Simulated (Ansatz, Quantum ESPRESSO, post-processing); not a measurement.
# Gate doping of honeycomb AsN, 2 layers, AB stacking, part 6 of 7

Aim: where the induced charge goes and how the bands change when honeycomb AsN, 2 layers, AB stacking is doped by a gate.

Quantum ESPRESSO 7.5; plane-wave DFT, PBE, GBRV ultrasoft pseudopotentials; geometry by Ansatz 0.2.0 with PAW datasets.

So far. Step 8 (Valence density): The density integrates to 19.985 electrons, as the 19.98 of the input ask. Step 14 (Band structure: charge 0.0461 e against a gate): Along this path the valence top lies between K and Γ and the conduction bottom at M.

### 17. Valence density

File g3.rho.in:

```
&inputpp
  prefix = 'g3'
  outdir = './out'
  filplot = 'g3.rho.dat'
  plot_num = 0
/
```

The run is started by

```
OMP_NUM_THREADS=1 mpirun -n 4 pp.x -in g3.rho.in > g3.rho.out
```

It took 0.83 s on 4 MPI ranks of Arm Neoverse V2, shared host; peak memory 0.11 GiB.

Read from the output:

| Property | Result |
| --- | --- |
| electrons by integration | 19.91 e |

### 18. Potential by pp.x

File g3.pot.in:

```
&inputpp
  prefix = 'g3'
  outdir = './out'
  filplot = 'g3.pot.dat'
  plot_num = 11
/
```

The run is started by

```
OMP_NUM_THREADS=1 mpirun -n 4 pp.x -in g3.pot.in > g3.pot.out
```

Run time: 0.83 s. Hardware: 4 MPI ranks; peak memory 0.11 GiB.

Each curve counts from the Fermi level of its own run.

The potential energy (2.0×10¹³ holes per cm²) oscillates, so the rows of the table below give means over windows of 1 Å about each position, cut where the curve ends. Its maxima inside the range that stand out by 2 % of the span (Å: eV): 5.8: 36.1, 12.0: 35.9, 13.8: 4.85, 16.1: 33.9. Its minima: 11.2: -12.8, 12.7: -3.01, 15.3: -14.0, 16.8: -3.99.

The runs together. Potential energy against z; means over each step:

| z (Å) | 2.0×10¹³ holes per cm² (eV) | 6.1×10¹³ holes per cm² (eV) | 1.22×10¹⁴ holes per cm² (eV) |
| --- | --- | --- | --- |
| 0 | 3.95 | 3.94 | 3.91 |
| 1 | 3.95 | 3.94 | 3.91 |
| 2 | 3.95 | 3.94 | 3.91 |
| 3 | 3.95 | 3.94 | 3.91 |
| 4 | 19.4 | 19.4 | 19.3 |
| 5 | 31.2 | 31.2 | 31.2 |
| 6 | 35.4 | 38.2 | 42.3 |
| 7 | 35.6 | 38.1 | 41.8 |
| 8 | 12.6 | 14.3 | 16.9 |
| 9 | 7.67 | 8.66 | 10.2 |
| 10 | 6.12 | 6.47 | 6.99 |
| 11 | -6.90 | -6.84 | -6.79 |
| 12 | 21.9 | 21.9 | 21.8 |
| 13 | 1.30 | 1.29 | 1.24 |
| 14 | 4.42 | 4.41 | 4.36 |
| 15 | -6.96 | -6.97 | -7.00 |
| 16 | 17.7 | 17.7 | 17.7 |
| 17 | 1.02 | 1.01 | 0.983 |
| 18 | 3.40 | 3.39 | 3.36 |
| 19 | 3.92 | 3.90 | 3.88 |
| 20 | 3.95 | 3.94 | 3.91 |
| 21 | 3.95 | 3.94 | 3.91 |
| 22 | 3.95 | 3.94 | 3.91 |
| 23 | 3.95 | 3.94 | 3.91 |
| 24 | 3.95 | 3.94 | 3.91 |
| 25 | 3.95 | 3.94 | 3.91 |
| 26 | 3.95 | 3.94 | 3.91 |
| 27 | 3.95 | 3.94 | 3.91 |

### 19. Bands along a path: charge 0.0923 e against a gate

File g3.bands.in:

```
&control
  prefix = 'g3.bands'
  outdir = './out'
  pseudo_dir = './pseudo'
  calculation = 'bands'
  tefield = .true.
  dipfield = .true.
  gate = .true.
/
&system
  ibrav = 0
  nat = 4
  ntyp = 2
  ecutwfc = 40
  ecutrho = 200
  occupations = 'smearing'
  smearing = 'fd'
  degauss = 0.004
  edir = 3
  emaxpos = 0.200922
  eopreg = 0.01
  eamp = 0.0
  zgate = 0.212922
  block = .true.
  block_1 = 0.139501
  block_2 = 0.286344
  block_height = 2.0
  tot_charge = 0.0923
  nbnd = 16
/
&electrons
  conv_thr = 1e-07
  mixing_beta = 0.4
  electron_maxstep = 120
  mixing_mode = 'local-TF'
/
ATOMIC_SPECIES
  N   14.0070  n_pbe_v1.2.uspp.F.UPF
  As  74.9216  as_pbe_v1.uspp.F.UPF
CELL_PARAMETERS angstrom
  2.95552558194245 -0.00000000000000 -0.00000000000000
  -1.47776279097123 2.55956023549695 -0.00000000000000
  -0.00000000000000 -0.00000000000000 27.24000000000000
ATOMIC_POSITIONS crystal
  N   0.666666666667 0.333333333333 0.406604666595
  As  0.333333333333 0.666666666667 0.441457616369
  N   -0.000000000000 -0.000000000000 0.558430446622
  As  0.666666666667 0.333333333333 0.593507270414
K_POINTS crystal_b
4
  0.0000000000 0.0000000000 0.0000000000 14
  0.5000000000 0.0000000000 0.0000000000 14
  0.3333333333 0.3333333333 0.0000000000 14
  0.0000000000 0.0000000000 0.0000000000 1
```

The run is started by

```
cp -r out/g3.save out/g3.bands.save
cp out/g3.xml out/g3.bands.xml
OMP_NUM_THREADS=1 mpirun -n 4 pw.x -nk 4 -in g3.bands.in > g3.bands.out
```

Log:

```text
[banner, memory and clock lines left out]
Program PWSCF v.7.5 starts
[citation notice left out]

[...]
Message from routine setup:
[...]
bravais-lattice index     =            0
     lattice parameter (alat)  =       5.5851  a.u.
     unit-cell volume          =    1390.6050 (a.u.)^3
     number of atoms/cell      =            4
     number of atomic types    =            2
     number of electrons       =        19.91
     number of Kohn-Sham states=           16
     kinetic-energy cutoff     =      40.0000  Ry
     charge density cutoff     =     200.0000  Ry
     Exchange-correlation= SLA  PW   PBE  PBE
                           (   1   4   3   4   0   0   0)

[...]
PseudoPot. # 1 for N  read from file:
     ./pseudo/n_pbe_v1.2.uspp.F.UPF
     Pseudo is Ultrasoft + core correction, Zval =  5.0
     Generated by new atomic code, or converted to UPF format
     Using radial grid of  729 points,  4 beta functions with:
                l(1) =   0
                l(2) =   0
                l(3) =   1
                l(4) =   1
     Q(r) pseudized with  8 coefficients,  rinner =    0.900   0.900   0.900

     PseudoPot. # 2 for As read from file:
     ./pseudo/as_pbe_v1.uspp.F.UPF
     Pseudo is Ultrasoft + core correction, Zval =  5.0
     Generated by new atomic code, or converted to UPF format
     Using radial grid of  875 points,  6 beta functions with:
                l(1) =   0
                l(2) =   0
                l(3) =   1
                l(4) =   1
                l(5) =   2
                l(6) =   2
     Q(r) pseudized with  8 coefficients,  rinner =    1.300   1.300   1.300
                                                       1.300   1.300

     atomic species   valence    mass     pseudopotential
     N                 5.00    14.00700     N ( 1.00)
     As                5.00    74.92160     As( 1.00)

      6 Sym. Ops. (no inversion) found

                                    s                        frac. trans.

      isym =  1     identity

 cryst.   s( 1) = (     1          0          0      )
                  (     0          1          0      )
                  (     0          0          1      )

 cart.    s( 1) = (  1.0000000 -0.0000000  0.0000000 )
                  (  0.0000000  1.0000000  0.0000000 )
                  (  0.0000000  0.0000000  1.0000000 )

      isym =  2     120 deg rotation - cryst. axis [0,0,1]

 cryst.   s( 2) = (     0          1          0      )
                  (    -1         -1          0      )
                  (     0          0          1      )

 cart.    s( 2) = ( -0.5000000 -0.8660254  0.0000000 )
                  (  0.8660254 -0.5000000  0.0000000 )
                  (  0.0000000  0.0000000  1.0000000 )

      isym =  3     120 deg rotation - cryst. axis [0,0,-1]

 cryst.   s( 3) = (    -1         -1          0      )
                  (     1          0          0      )
                  (     0          0          1      )

 cart.    s( 3) = ( -0.5000000  0.8660254  0.0000000 )
                  ( -0.8660254 -0.5000000  0.0000000 )
                  (  0.0000000  0.0000000  1.0000000 )

      isym =  4     inv. 180 deg rotation - cart. axis [1,0,0]

 cryst.   s( 4) = (    -1          0          0      )
                  (     1          1          0      )
                  (     0          0          1      )

 cart.    s( 4) = ( -1.0000000 -0.0000000  0.0000000 )
                  (  0.0000000  1.0000000  0.0000000 )
                  (  0.0000000  0.0000000  1.0000000 )

      isym =  5     inv. 180 deg rotation - cryst. axis [0,1,0]

 cryst.   s( 5) = (     1          1          0      )
                  (     0         -1          0      )
                  (     0          0          1      )

 cart.    s( 5) = (  0.5000000  0.8660254  0.0000000 )
                  (  0.8660254 -0.5000000  0.0000000 )
                  (  0.0000000  0.0000000  1.0000000 )

      isym =  6     inv. 180 deg rotation - cryst. axis [1,1,0]

 cryst.   s( 6) = (     0         -1          0      )
                  (    -1          0          0      )
                  (     0          0          1      )

 cart.    s( 6) = (  0.5000000 -0.8660254  0.0000000 )
                  ( -0.8660254 -0.5000000  0.0000000 )
                  (  0.0000000  0.0000000  1.0000000 )

[...]
number of k points=    43  Fermi-Dirac smearing, width (Ry)=  0.0040
[...]
Dense  grid:    66579 G-vectors     FFT dimensions: (  25,  25, 240)

     Smooth grid:    47643 G-vectors     FFT dimensions: (  24,  24, 216)

     Dynamical RAM for                 wfc:       1.45 MB

     Dynamical RAM for     wfc (w. buffer):       1.45 MB

     Dynamical RAM for           str. fact:       2.03 MB

     Dynamical RAM for           local pot:       0.00 MB

     Dynamical RAM for          nlocal pot:       4.71 MB

     Dynamical RAM for                qrad:       2.27 MB

     Dynamical RAM for          rho,v,vnew:       6.48 MB

     Dynamical RAM for           G-vectors:       4.17 MB

     Dynamical RAM for          h,s,v(r/c):       0.05 MB

     Dynamical RAM for          <psi|beta>:       0.01 MB

     Dynamical RAM for                 psi:       2.90 MB

     Dynamical RAM for                hpsi:       2.90 MB

     Dynamical RAM for                spsi:       2.90 MB

     Dynamical RAM for      wfcinit/wfcrot:       2.91 MB

     Dynamical RAM for           addusdens:      48.51 MB

     Adding charged plate to compensate the charge of the system - add_gatefield
     see PRB 89, 245406 (2014), works only for 2D systems perpendicular to z
                                i.e. 3rd lattice vector is (0,0,c)

        prefactor of the potential in [Ha a.u.]:     0.021468
               position of the gate within cell:     0.21292
         ion-gate + gate-gate contribution to the total energy:     8.812113
                         gate-gate contribution:     0.017000

        Adding potential to prevent charge spilling into region of the gate
        Potential is linearly increased and decreased within the first/last eopreg of block_size
        block_size =  0.14684 in units of unit cell length
        block_height =  2.00000 in Ry

     The potential is recalculated from file :
     ./out/g3.bands.save/charge-density

     negative rho (up, down):  4.352E-04 0.000E+00

     Adding external electric field

     Computed dipole along edir(3) :
        Elec. dipole         -1.9041 Ry au,         -4.8398 Debye
        Ion. dipole          -1.8946 Ry au,         -4.8156 Debye
        Dipole                1.0537 Ry au,          2.6784 Debye
        Dipole field          0.0095 Ry au,

        Potential amp.       -0.9705 Ry
        Total length         50.9614 bohr

     Starting wfcs are   16 randomized atomic wfcs

     Band Structure Calculation
     Davidson diagonalization with overlap

     Computing kpt #:     1  of    11 on this pool

     Computing kpt #:     2  of    11 on this pool

     Computing kpt #:     3  of    11 on this pool

     Computing kpt #:     4  of    11 on this pool

     Computing kpt #:     5  of    11 on this pool

     Computing kpt #:     6  of    11 on this pool

     Computing kpt #:     7  of    11 on this pool

     Computing kpt #:     8  of    11 on this pool
     c_bands:  1 eigenvalues not converged

     Computing kpt #:     9  of    11 on this pool

     Computing kpt #:    10  of    11 on this pool

     Computing kpt #:    11  of    11 on this pool

     ethr =  5.02E-10,  avg # of iterations = 67.5

     End of band structure calculation

          k = 0.0000 0.0000 0.0000 (  5995 PWs)   bands (ev):

   -21.8271 -20.3012 -11.7582 -10.0581  -5.5184  -5.5184  -4.5876  -3.9853
    -3.9853  -2.4346  -1.2786   0.6251   1.3614   1.8203   2.5106   2.5106

          k = 0.0357 0.0206 0.0000 (  5993 PWs)   bands (ev):

   -21.8039 -20.2780 -11.7449 -10.0470  -5.6842  -5.5496  -4.5571  -4.1410
    -4.0166  -2.4054  -1.1655   0.7307   1.3925   1.8501   2.4095   2.5379

[...]
```

The job ended after 25 s (4 MPI ranks; peak memory 0.31 GiB; 98 s of CPU time).

Read from the output:

| Property | Result |
| --- | --- |
| valence top, on the run's zero | -2.192 eV |
| conduction bottom, on the run's zero | -2.050 eV |
| gap by band count | 0.1421 eV |

Band numbers count within the set of bands kept for display. Electronic bands along the path, in eV, zero at the Fermi level; v1 is the highest filled band, c1 the lowest empty one:

| point | v4 | v3 | v2 | v1 | c1 | c2 | c3 | c4 |
| --- | --- | --- | --- | --- | --- | --- | --- | --- |
| Γ | -2.45 | -1.84 | -1.84 | -0.29 | 0.86 | 2.77 | 3.50 | 3.96 |
| halfway | -4.43 | -2.90 | -2.00 | -0.13 | 1.31 | 2.90 | 3.61 | 5.01 |
| M | -3.93 | -3.71 | -3.17 | -1.49 | 0.09 | 1.76 | 3.80 | 5.30 |
| halfway | -4.86 | -3.26 | -3.00 | -1.42 | 0.87 | 2.54 | 4.04 | 4.80 |
| K | -4.31 | -3.18 | -2.56 | -1.64 | 0.88 | 2.41 | 3.53 | 4.93 |
| halfway | -4.76 | -3.96 | -1.96 | -0.14 | 2.01 | 3.56 | 3.89 | 4.25 |
| Γ | -2.45 | -1.84 | -1.84 | -0.29 | 0.86 | 2.77 | 3.50 | 3.96 |

An edge by band count lies at the Fermi level or within reach of the smearing, so that band is partly filled.

Along this path the valence top lies between K and Γ and the conduction bottom at M.

### 20. Induced charge

The planar mean oscillates, so the rows of the table below give means over windows of 1 Å about each position, cut where the curve ends. Its maxima inside the range that stand out by 2 % of the span (Å: e/Å³): 11.1: 2.9e-4, 12.1: 0.00147, 14.2: 1.6e-4, 15.3: 3.7e-4. Its minima: 10.4: -0.0100, 11.5: -0.00372, 12.9: -0.00101, 14.9: -3.9e-4.

Table of planar mean by z; means over each step:

z (Å), planar mean (e/Å³) and a bar from the least value:
```
        6     0.0000 ##############################
        7     0.0000 ##############################
        8    -0.0001 #############################
        9    -0.0010 #########################
       10    -0.0065 
       11    -0.0041 ###########
       12     0.0000 ##############################
       13    -0.0006 ###########################
       14     0.0000 ##############################
       15     0.0000 ##############################
       16     0.0000 ##############################
       17     0.0000 ##############################
       18     0.0000 ##############################
       19     0.0000 ##############################
       20     0.0000 ##############################
```

Table of running integral, electrons below z by z:

| z (Å) | running integral, electrons below z (e/Å²) |
| --- | --- |
| 6 | -9.4e-8 |
| 7 | -1.4e-6 |
| 8 | -2.4e-5 |
| 9 | -3.4e-4 |
| 10 | -0.00353 |
| 11 | -0.0107 |
| 12 | -0.0121 |
| 13 | -0.0120 |
| 14 | -0.0123 |
| 15 | -0.0123 |
| 16 | -0.0122 |
| 17 | -0.0122 |
| 18 | -0.0122 |
| 19 | -0.0122 |
| 20 | -0.0122 |
| 21 | -0.0122 |
| 22 | -0.0122 |
| 23 | -0.0122 |
| 24 | -0.0122 |
| 25 | -0.0122 |
| 26 | -0.0122 |
| 27 | -0.0122 |

### 21. Projected density of states

projwfc.x splits the states by atom and orbital; the spilling says how much the atomic basis misses.

File pdos.in:

```
&projwfc
  prefix = 'g3'
  outdir = './out'
  filpdos = 'pdos'
  Emin = -5.142
  Emax = 0.858
  DeltaE = 0.04
  ngauss = 0
  degauss = 0.005
/
```

The run is started by

```
OMP_NUM_THREADS=1 mpirun -n 4 projwfc.x -in pdos.in > pdos.out
```

Log:

```text
[banner, memory and clock lines left out]
Program PROJWFC v.7.5 starts

          URL

     ./out/g3.save/

     IMPORTANT: XC functional enforced from input :
     Exchange-correlation= PBE
                           (   1   4   3   4   0   0   0)
     Any further DFT definition will be discarded
     Please, verify this is what you really want

     Adding charged plate to compensate the charge of the system - add_gatefield
     see PRB 89, 245406 (2014), works only for 2D systems perpendicular to z
                                i.e. 3rd lattice vector is (0,0,c)

        prefactor of the potential in [Ha a.u.]:     0.021468
               position of the gate within cell:     0.21292
         ion-gate + gate-gate contribution to the total energy:     8.812113
                         gate-gate contribution:     0.017000

        Adding potential to prevent charge spilling into region of the gate
        Potential is linearly increased and decreased within the first/last eopreg of block_size
        block_size =  0.14684 in units of unit cell length
        block_height =  2.00000 in Ry

     negative rho (up, down):  4.352E-04 0.000E+00

     Adding external electric field

     Computed dipole along edir(3) :
        Dipole                1.0537 Ry au,          2.6784 Debye
        Dipole field          0.0095 Ry au,

        Potential amp.       -0.9705 Ry
        Total length         50.9614 bohr

     Gaussian broadening (read from input): ngauss,degauss=   0    0.005000

     Calling projwave ....
     one sub-group per band group will be used

     linear algebra parallelized on   4 procs

  Problem Sizes
  natomwfc =           16
  nx       =            8
  nbnd     =           16
  nkstot   =           19
  npwx     =         1543
  nkb      =           52

     Atomic states used for projection
     (read from pseudopotential files):

     state #   1: atom   1 (N  ), wfc  1 (l=0 m= 1)
     state #   2: atom   1 (N  ), wfc  2 (l=1 m= 1)
     state #   3: atom   1 (N  ), wfc  2 (l=1 m= 2)
     state #   4: atom   1 (N  ), wfc  2 (l=1 m= 3)
     state #   5: atom   2 (As ), wfc  1 (l=0 m= 1)
     state #   6: atom   2 (As ), wfc  2 (l=1 m= 1)
     state #   7: atom   2 (As ), wfc  2 (l=1 m= 2)
     state #   8: atom   2 (As ), wfc  2 (l=1 m= 3)
     state #   9: atom   3 (N  ), wfc  1 (l=0 m= 1)
     state #  10: atom   3 (N  ), wfc  2 (l=1 m= 1)
     state #  11: atom   3 (N  ), wfc  2 (l=1 m= 2)
     state #  12: atom   3 (N  ), wfc  2 (l=1 m= 3)
     state #  13: atom   4 (As ), wfc  1 (l=0 m= 1)
     state #  14: atom   4 (As ), wfc  2 (l=1 m= 1)
     state #  15: atom   4 (As ), wfc  2 (l=1 m= 2)
     state #  16: atom   4 (As ), wfc  2 (l=1 m= 3)

[... projections of each state ...]
Lowdin Charges:

     Atom #   1: total charge =   5.5741, s =  1.6902,
     Atom #   1: total charge =   5.5741, p =  3.8839, pz=  1.4110, px=  1.2364, py=  1.2364,
     Atom #   2: total charge =   4.2013, s =  1.6562,
     Atom #   2: total charge =   4.2013, p =  2.5452, pz=  1.0551, px=  0.7450, py=  0.7450,
     Atom #   3: total charge =   5.6722, s =  1.6886,
     Atom #   3: total charge =   5.6722, p =  3.9836, pz=  1.4893, px=  1.2471, py=  1.2471,
     Atom #   4: total charge =   4.2387, s =  1.6643,
     Atom #   4: total charge =   4.2387, p =  2.5744, pz=  1.0897, px=  0.7424, py=  0.7424,
     Spilling Parameter:   0.0111
```

Wall time 0.88 s (4 MPI ranks); peak memory 0.11 GiB; 3.2 s of CPU time.

Numbers from this step:

| Property | Result |
| --- | --- |
| spilling of the projection | 0.0111 |

The density of states has structure finer than the step of the table below, so its rows give means over 0.2 eV, whole bins alone (the curve runs from -3.00 to 3.04 eV). Peaks (eV: height): -2.40: 2.93, -2.16: 3.24, -2.00: 4.58, -1.36: 2.71, -0.08: 3.55, 1.00: 2.63, 2.08: 2.93.

Gaussian width 0.005 Ry. Table of density of states by energy, zero at the Fermi level; means over each step:

| energy (eV) | density of states (states/eV a cell) |
| --- | --- |
| -2.8 | 1.38 |
| -2.6 | 1.36 |
| -2.4 | 2.10 |
| -2.2 | 2.09 |
| -2.0 | 3.08 |
| -1.8 | 0.264 |
| -1.6 | 0.230 |
| -1.4 | 1.77 |
| -1.2 | 0.566 |
| -1.0 | 1.12 |
| -0.8 | 0.796 |
| -0.6 | 0.624 |
| -0.4 | 1.15 |
| -0.2 | 2.17 |
| 0.0 | 1.73 |
| 0.2 | 0.468 |
| 0.4 | 0.814 |
| 0.6 | 1.05 |
| 0.8 | 0.710 |
| 1.0 | 1.71 |
| 1.2 | 1.08 |
| 1.4 | 1.59 |
| 1.6 | 0.357 |
| 1.8 | 0.635 |
| 2.0 | 1.99 |
| 2.2 | 1.55 |
| 2.4 | 0.850 |
| 2.6 | 1.58 |
| 2.8 | 1.36 |

Projected DOS an atom over height of the atomic layer and energy from the Fermi level. Columns are the atomic layers from the bottom up.

Values in states/eV, 22 rows by 4 columns, each cell a mean:
```
0.43 0.71 0.02 0.04
0.66 0.58 0.03 0.05
0.35 0.38 0.01 0.01
0.39 0.41 0.44 0.76
0.20 0.20 0.09 0.15
0.01 0.01 0.29 0.35
0.02 0.02 0.49 0.81
0.01 0.01 0.69 0.64
0.02 0.02 0.35 0.40
0.02 0.01 0.36 0.37
0.05 0.02 0.19 0.20
1.67 0.59 0.11 0.08
0.64 0.35 0.02 0.03
0.39 0.28 0.01 0.02
0.50 0.45 0.01 0.01
0.42 0.50 0.01 0.02
0.36 0.50 0.01 0.01
0.11 0.05 0.07 0.03
0.37 0.07 1.78 0.85
0.52 0.12 0.76 0.45
0.33 0.09 0.48 0.44
0.93 0.37 0.48 0.63
```
Columns: height of the atomic layer (Å) from 11.1 to 16.2 (not evenly spaced); rows upwards: energy from the Fermi level (eV) from -3.00 to 3.04.

The atomic orbitals miss 1.1 % of the occupied states; for empty states the projections can miss much more.

On so few k points the sharp peaks and dips of the DOS are largely sampling.

(Continued in part 7 of 7.)

[Logs are printed without paths, hosts, clocks, repeated set-up lines and the standing remarks that a program may print on its own settings, such as how far it seeks lower states.]

[Hosts, paths, dates, database ids (printed as entryN), source tags and the programs' standing remarks are cut or masked in the printed files.]

[Maps of the electrostatic potential energy from Ansatz leave out the sawtooth potential of an applied field or a dipole correction, so their vacuum need not be flat; planar profiles and work functions include it.]
